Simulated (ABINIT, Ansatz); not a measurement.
# LiBiB2O6 (R-3): changed settings of a GW run in ABINIT

Aim: change inputs of a GW run on LiBiB2O6 (R-3) and see what moves.

Program: ABINIT 10.8.3. Level of theory: LDA and many-body steps on it, plane waves. Results are calculated unless marked as measured.

### Step 1. Set-up

It takes space group R-3 (No. 148, trigonal). The conventional cell has a = 4.879 Å, b = 4.879 Å, c = 15.675 Å, α = 90.00°, β = 90.00°, γ = 120.00°. Li has 6 O at 2.22 Å nearest. Nearest to B lie 3 O at 1.38 Å. Bi has 6 O at 2.17 Å nearest. O has 1 B at 1.38 Å and 1 Bi at 2.17 Å and 1 Li at 2.22 Å nearest. Farther neighbours and most contacts between anions are not listed.

Structure file:

```cif
data_structure
_symmetry_space_group_name_H-M 'P 1'
_symmetry_Int_Tables_number 1
_cell_length_a 5.9358
_cell_length_b 5.9358
_cell_length_c 5.9358
_cell_angle_alpha 48.528
_cell_angle_beta 48.528
_cell_angle_gamma 48.528
_cell_volume 107.69
loop_
_atom_site_label
_atom_site_type_symbol
_atom_site_fract_x
_atom_site_fract_y
_atom_site_fract_z
_atom_site_occupancy
Li1 Li 0.50000 0.50000 0.50000 1
B2 B 0.25453 0.25453 0.25453 1
B3 B 0.74547 0.74547 0.74547 1
Bi4 Bi 0.00000 0.00000 0.00000 1
O5 O 0.03129 0.46388 0.74606 1
O6 O 0.53612 0.25394 0.96871 1
O7 O 0.25394 0.96871 0.53612 1
O8 O 0.74606 0.03129 0.46388 1
O9 O 0.46388 0.74606 0.03129 1
O10 O 0.96871 0.53612 0.25394 1
```

The cell and positions are those that the Materials Project relaxed with its own functionals (PBE, PBE+U or r2SCAN), kept fixed. Spin-orbit coupling is left out unless a step names it.

### Step 2. Screening, 2×2×2 mesh, 105 bands, screening to 114.3 eV

This step: ABINIT 10.8.3; RPA screening on LDA, plane waves, norm-conserving pseudopotentials.

The RPA dielectric matrix is built and inverted for each q.

The input, run.abi:

```
acell 3*1.0 Angstrom
rprim 
  2.439250647883 1.408302018200 5.224968345293
  -2.439250647883 1.408302018200 5.224968345293
  0.000000000000 -2.816604036329 5.224968345313
ntypat 4
znucl 3 5 83 8
natom 10
typat 1 2 2 3 4 4 4 4 4 4
xred 
  0.500000000000 0.500000000000 0.500000000000
  0.254532000000 0.254532000000 0.254532000000
  0.745468000000 0.745468000000 0.745468000000
  -0.000000000000 -0.000000000000 0.000000000000
  0.031291000000 0.463879000000 0.746058000000
  0.536121000000 0.253942000000 0.968709000000
  0.253942000000 0.968709000000 0.536121000000
  0.746058000000 0.031291000000 0.463879000000
  0.463879000000 0.746058000000 0.031291000000
  0.968709000000 0.536121000000 0.253942000000
pp_dirpath "pseudos"
pseudos "Li.upf, B.upf, Bi.upf, O.upf"
ecut 44
ngkpt 2 2 2
nshiftk 1
shiftk 0 0 0
kptopt 1
chksymbreak 0
istwfk *1
occopt 1
irdwfk 1
optdriver 3
nband 105
ecuteps 4.2
inclvkb 2
awtr 1
symchi 1
indata_prefix "in"
outdata_prefix "out"
tmpdata_prefix "tmp"
```

Launch:

```console
OMP_NUM_THREADS=1 mpirun -n 4 abinit run.abi > log
```

Output:

```text
.Version 10.8.3 of ABINIT. v10.8.2 released Aug 2026.

 Symmetries : space group R-3 (#148); Bravais hR (rhombohedral)
[... echo of the input left out ...]
== DATASET  1 ==================================================================
-   mpi_nproc: 4, omp_nthreads: 1 (-1 if OMP is not activated)

--- !DatasetInfo
iteration_state: {dtset: 1, }
dimensions: {natom: 10, nkpt: 4, mband: 105, nsppol: 1, nspinor: 1, nspden: 1, mpw: 10163, }
cutoff_energies: {ecut:  44.0, pawecutdg:  -1.0, }
electrons: {nelect:   6.80000000E+01, charge:   0.00000000E+00, occopt:   1.00000000E+00, tsmear:   1.00000000E-02, }

 SCREENING: Calculation of the susceptibility and dielectric matrices

 Based on a program developped by R.W. Godby, V. Olevano, G. Onida, and L. Reining.
 Incorporated in ABINIT by V. Olevano, G.-M. Rignanese, and M. Torrent.
.Using double precision arithmetic ; gwpc =  8

[... cell and pseudopotentials left out ...]
--------------------------------------------------------------------------------

 ==== K-mesh for the wavefunctions ====
 Number of points in the irreducible wedge :     4
[... list of points left out ...]
 Together with  6 symmetry operations and time-reversal symmetry
 yields     8 points in the full Brillouin Zone.

 ==== Q-mesh for the screening function ====
 Number of points in the irreducible wedge :     4
[... list of points left out ...]
 Together with  6 symmetry operations and time-reversal symmetry
 yields     8 points in the full Brillouin Zone.

 setmesh: FFT mesh size selected  =    45x   45x   45
          total number of points  =        91125

 vcoul_init : cutoff-mode = AUXILIARY_FUNCTION
 q-points for optical limit:   1
     1)      0.000010    0.000020    0.000030

- screening: taking advantage of time-reversal symmetry
- Maximum band index for partially occupied states nbvw = 34
- Remaining bands to be divided among processors   nbcw = 71
- Number of bands treated by each node ~17

 Number of electrons calculated from density =   68.0000; Expected =   68.0000
 average of density, n =  0.093568
 r_s =    1.3665
 omega_plasma =   29.5065 [eV]

 calculating chi0 at frequencies [eV] :
  1    0.000000E+00    0.000000E+00
  2    0.000000E+00    2.950653E+01

--------------------------------------------------------------------------------
  q-point number  1        q = ( 0.000000, 0.000000, 0.000000) [r.l.u.]
--------------------------------------------------------------------------------
[... chi0 elements left out ...]
 For q-point:  0.000010 0.000020 0.000030
  dielectric constant =   5.6223
  dielectric constant without local fields =   6.8230

  Average fulfillment of the sum rule on Im[epsilon] for q-point    1 :     42.09  [%]
[... wings left out ...]
  q-point number  2        q = ( 0.500000, 0.000000, 0.000000) [r.l.u.]
--------------------------------------------------------------------------------
[... chi0 elements left out ...]
  Average fulfillment of the sum rule on Im[epsilon] for q-point    2 :     49.55  [%]

 [... 2 further q-points ...]
```

Elapsed: 50 s, on 4 MPI ranks of AMD EPYC 9R14 (Zen 4), shared host; peak memory 2 GiB.

Numbers from this step:

| Quantity | Value |
| --- | --- |
| ε∞ with local fields, on this mesh, along the program's q direction | 5.622 |
| the same without local fields | 6.823 |
| plasma frequency | 29.51 eV |
| plane waves in the screening matrix | 309 |

Local fields lower ε∞ by 18 %. On a Γ-centred mesh this coarse the value itself is usually too large, while a short band sum pulls it down.

### Step 3. Base

The self-energy is evaluated for the states that the input lists, and the levels follow from it, in one-shot runs by the linearised quasiparticle equation.

This step: G0W0 on LDA, plane waves, norm-conserving pseudopotentials.

run.abi: that of step 2 with these lines changed.

```diff
@@ -31,8 +31,19 @@
 irdwfk 1
-optdriver 3
+optdriver 4
 nband 105
+gwcalctyp 0
+ecutsigx 44
+symsigma 1
+nkptgw 3
+kptgw 
+  0.5000000000 0.5000000000 0.0000000000
+  0.5000000000 0.5000000000 0.5000000000
+  0.0000000000 0.0000000000 0.0000000000
+bdgw 
+  33 36
+  33 36
+  33 36
 ecuteps 4.2
-inclvkb 2
-awtr 1
-symchi 1
+irdscr 1
+ppmodel 1
 indata_prefix "in"
```

Output:

```text
.Version 10.8.3 of ABINIT. v10.8.2 released Aug 2026.

 Symmetries : space group R-3 (#148); Bravais hR (rhombohedral)
[... echo of the input left out ...]
== DATASET  1 ==================================================================
-   mpi_nproc: 4, omp_nthreads: 1 (-1 if OMP is not activated)

--- !DatasetInfo
iteration_state: {dtset: 1, }
dimensions: {natom: 10, nkpt: 4, mband: 105, nsppol: 1, nspinor: 1, nspden: 1, mpw: 10163, }
cutoff_energies: {ecut:  44.0, pawecutdg:  -1.0, }
electrons: {nelect:   6.80000000E+01, charge:   0.00000000E+00, occopt:   1.00000000E+00, tsmear:   1.00000000E-02, }

 SIGMA: Calculation of the GW corrections

 Based on a program developped by R.W. Godby, V. Olevano, G. Onida, and L. Reining.
 Incorporated in ABINIT by V. Olevano, G.-M. Rignanese, and M. Torrent.
.Using double precision arithmetic ; gwpc =  8

[... cell and pseudopotentials left out ...]
--------------------------------------------------------------------------------

 ==== K-mesh for the wavefunctions ====
 Number of points in the irreducible wedge :     4
[... list of points left out ...]
 Together with  6 symmetry operations and time-reversal symmetry
 yields     8 points in the full Brillouin Zone.

 ==== Q-mesh for screening function ====
 Number of points in the irreducible wedge :     4
[... list of points left out ...]
 Together with  6 symmetry operations and time-reversal symmetry
 yields     8 points in the full Brillouin Zone.

 vcoul_init : cutoff-mode = AUXILIARY_FUNCTION
 q-points for optical limit:   1
     1)      0.000010    0.000020    0.000030
 setmesh: FFT mesh size selected  =    72x   72x   72
          total number of points  =       373248

 Number of electrons calculated from density =   68.0000; Expected =   68.0000
 average of density, n =  0.093568
 r_s =    1.3665
 omega_plasma =   29.5065 [eV]

 === KS Band Gaps ===
  >>>> For spin  1
   Minimum direct gap =   1.4995 [eV], located at k-point      :   0.0000  0.0000  0.0000
   Fundamental gap    =   1.2916 [eV], Top of valence bands at :   0.5000  0.5000  0.0000
                                       Bottom of conduction at :   0.5000  0.5000  0.5000
 SIGMA fundamental parameters:
 PLASMON POLE MODEL  1
 number of plane-waves for SigmaX                10163
 number of plane-waves for SigmaC and W            309
 number of plane-waves for wavefunctions         10163
 number of bands                                   105
 number of independent spin polarizations            1
 number of spinorial components                      1
 number of k-points in IBZ                           4
 number of q-points in IBZ                           4
 number of symmetry operations                       6
 number of k-points in BZ                            8
 number of q-points in BZ                            8
 number of frequencies for dSigma/dE                 9
 frequency step for dSigma/dE [eV]                0.25
 number of omega for Sigma on real axis              0
 max omega for Sigma on real axis  [eV]           0.00
 zcut for avoiding poles [eV]                     0.10

 EPSILON^-1 parameters (SCR file):
 dimension of the eps^-1 matrix on file            309
 dimension of the eps^-1 matrix used               309
 number of plane-waves for wavefunctions         10163
 number of bands                                   105
 number of q-points in IBZ                           4
 number of frequencies                               2
 number of real frequencies                          1
 number of imag frequencies                          1

 matrix elements of self-energy operator (all in [eV])

 Perturbative Calculation

--- !SelfEnergy_ee
iteration_state: {dtset: 1, }
kpoint     : [   0.500,    0.500,    0.000, ]
spin       : 1
KS_gap     :    1.818
QP_gap     :    3.390
Delta_QP_KS:    1.572
data: !SigmaeeData |
     Band     E0 <VxcDFT>   SigX SigC(E0)      Z dSigC/dE  Sig(E)    E-E0       E
       33   2.229 -19.604 -24.516   5.236   0.767  -0.305 -19.356   0.249   2.478
       34   2.567 -19.937 -24.553   5.047   0.766  -0.306 -19.607   0.331   2.898
       35   4.385 -19.986 -16.851  -0.743   0.795  -0.258 -18.084   1.902   6.287
       36   9.033 -14.438  -8.929  -3.289   0.829  -0.207 -12.599   1.839  10.872

--- !SelfEnergy_ee
iteration_state: {dtset: 1, }
kpoint     : [   0.500,    0.500,    0.500, ]
spin       : 1
KS_gap     :    1.840
QP_gap     :    3.407
Delta_QP_KS:    1.566
data: !SigmaeeData |
     Band     E0 <VxcDFT>   SigX SigC(E0)      Z dSigC/dE  Sig(E)    E-E0       E
       33   2.018 -19.469 -24.671   5.448   0.766  -0.305 -19.281   0.188   2.207
       34   2.018 -19.469 -24.671   5.448   0.766  -0.305 -19.281   0.188   2.207
[...]
--- !SelfEnergy_ee
iteration_state: {dtset: 1, }
kpoint     : [   0.000,    0.000,    0.000, ]
spin       : 1
KS_gap     :    1.500
QP_gap     :    2.992
Delta_QP_KS:    1.492
data: !SigmaeeData |
     Band     E0 <VxcDFT>   SigX SigC(E0)      Z dSigC/dE  Sig(E)    E-E0       E
[...]
34   2.404 -19.838 -25.008   5.484   0.765  -0.307 -19.598   0.241   2.644
       35   3.903 -19.159 -16.350  -0.621   0.792  -0.262 -17.426   1.733   5.636
       36   9.212 -12.692  -6.839  -3.701   0.818  -0.222 -10.932   1.760  10.972

== END DATASET(S) ==============================================================
================================================================================

 -outvars: echo values of variables after computation  --------
           etotal      0.0000000000E+00
            nband         105
             nkpt           4
          spgroup         148
 [... the other variables as echoed above ...]

 Calculation completed.
```

Elapsed: 15 s, on 4 MPI ranks; peak memory 1.8 GiB.

Numbers from this step:

| Property | Result |
| --- | --- |
| G0W0 gap on the points computed | 2.715 eV |
| starting gap on the mesh | 1.292 eV |
| k of the valence top | 0.5, 0.5, 0 |
| k of the conduction bottom | 0.5, 0.5, 0.5 |
| Z at the valence top | 0.766 |
| Z at the conduction bottom | 0.794 |
| least direct G0W0 gap on the computed points | 2.992 eV |

The gap on the mesh goes from 1.29 eV to 2.72 eV, a correction of +1.42 eV.

### Step 4. Broadening of the poles

run.abi: that of step 3 with these lines changed.

```diff
@@ -48,2 +48,3 @@
 ppmodel 1
+zcut 0.5 eV
 indata_prefix "in"
```

Output:

```text
.Version 10.8.3 of ABINIT. v10.8.2 released Aug 2026.

 Symmetries : space group R-3 (#148); Bravais hR (rhombohedral)
[... echo of the input left out ...]
== DATASET  1 ==================================================================
-   mpi_nproc: 4, omp_nthreads: 1 (-1 if OMP is not activated)

--- !DatasetInfo
iteration_state: {dtset: 1, }
dimensions: {natom: 10, nkpt: 4, mband: 105, nsppol: 1, nspinor: 1, nspden: 1, mpw: 10163, }
cutoff_energies: {ecut:  44.0, pawecutdg:  -1.0, }
electrons: {nelect:   6.80000000E+01, charge:   0.00000000E+00, occopt:   1.00000000E+00, tsmear:   1.00000000E-02, }

 SIGMA: Calculation of the GW corrections

 Based on a program developped by R.W. Godby, V. Olevano, G. Onida, and L. Reining.
 Incorporated in ABINIT by V. Olevano, G.-M. Rignanese, and M. Torrent.
.Using double precision arithmetic ; gwpc =  8

[... cell and pseudopotentials left out ...]
--------------------------------------------------------------------------------

 ==== K-mesh for the wavefunctions ====
 Number of points in the irreducible wedge :     4
[... list of points left out ...]
 Together with  6 symmetry operations and time-reversal symmetry
 yields     8 points in the full Brillouin Zone.

 ==== Q-mesh for screening function ====
 Number of points in the irreducible wedge :     4
[... list of points left out ...]
 Together with  6 symmetry operations and time-reversal symmetry
 yields     8 points in the full Brillouin Zone.

 vcoul_init : cutoff-mode = AUXILIARY_FUNCTION
 q-points for optical limit:   1
     1)      0.000010    0.000020    0.000030
 setmesh: FFT mesh size selected  =    72x   72x   72
          total number of points  =       373248

 Number of electrons calculated from density =   68.0000; Expected =   68.0000
[...]
number of plane-waves for wavefunctions         10163
 number of bands                                   105
 number of q-points in IBZ                           4
 number of frequencies                               2
 number of real frequencies                          1
 number of imag frequencies                          1

 matrix elements of self-energy operator (all in [eV])

 Perturbative Calculation

--- !SelfEnergy_ee
iteration_state: {dtset: 1, }
kpoint     : [   0.500,    0.500,    0.000, ]
spin       : 1
KS_gap     :    1.818
QP_gap     :    3.388
Delta_QP_KS:    1.570
data: !SigmaeeData |
     Band     E0 <VxcDFT>   SigX SigC(E0)      Z dSigC/dE  Sig(E)    E-E0       E
       33   2.229 -19.604 -24.516   5.236   0.767  -0.304 -19.355   0.249   2.478
       34   2.567 -19.937 -24.553   5.047   0.766  -0.306 -19.607   0.331   2.898
       35   4.385 -19.986 -16.851  -0.743   0.794  -0.259 -18.086   1.900   6.285
[...]
--- !SelfEnergy_ee
iteration_state: {dtset: 1, }
kpoint     : [   0.500,    0.500,    0.500, ]
spin       : 1
KS_gap     :    1.840
QP_gap     :    3.407
Delta_QP_KS:    1.566
data: !SigmaeeData |
     Band     E0 <VxcDFT>   SigX SigC(E0)      Z dSigC/dE  Sig(E)    E-E0       E
[...]
--- !SelfEnergy_ee
iteration_state: {dtset: 1, }
kpoint     : [   0.000,    0.000,    0.000, ]
spin       : 1
KS_gap     :    1.500
QP_gap     :    2.992
Delta_QP_KS:    1.492
data: !SigmaeeData |
     Band     E0 <VxcDFT>   SigX SigC(E0)      Z dSigC/dE  Sig(E)    E-E0       E
[...]
35   3.903 -19.159 -16.350  -0.621   0.792  -0.262 -17.426   1.733   5.636
       36   9.212 -12.692  -6.839  -3.702   0.819  -0.221 -10.931   1.760  10.972

== END DATASET(S) ==============================================================
================================================================================

 -outvars: echo values of variables after computation  --------
           etotal      0.0000000000E+00
            nband         105
             nkpt           4
          spgroup         148
 [... the other variables as echoed above ...]

 Calculation completed.
```

Run time: 16 s. Hardware: 4 MPI ranks; peak memory 1.8 GiB.

Numbers from this step:

```yaml
g0w0_gap_on_the_points_computed: 2.715 eV
starting_gap_on_the_mesh: 1.292 eV
k_of_the_valence_top: 0.5, 0.5, 0
k_of_the_conduction_bottom: 0.5, 0.5, 0.5
z_at_the_valence_top: 0.766
z_at_the_conduction_bottom: 0.794
least_direct_g0w0_gap_on_the_computed_points: 2.992 eV
```

Against G0W0 in ABINIT (2×2×2 mesh, 105 bands, screening to 114.3 eV, Godby-Needs plasmon pole), the gap moves by +0.000 eV.

(Continued in part 2 of 2.)

[Paths, hosts, dates, memory and timing lines, banners, echoed tables and standing remarks are left out of the program output.]

[Logs are printed without paths, hosts, clocks, repeated set-up lines and the standing remarks that a program may print on its own settings, such as how far it seeks lower states.]

[Runs of the session that timed out or met a known fault of the program may be left out.]

[No measured gap is set beside runs whose start may be inverted or whose files or cutoffs have a known fault.]

[Hosts, paths, dates, database ids (printed as entryN), source tags and the programs' standing remarks are cut or masked in the printed files.]

[G0W0 gaps are taken among the corrected bands and points alone; a level outside them can change the order at an edge.]

[Where Ansatz stands beside ABINIT at settings called matched, ABINIT's density can come from a denser mesh and the files from another edition; pairs whose starting gaps differed by over 0.03 eV were left out, so agreement reads better than it is.]
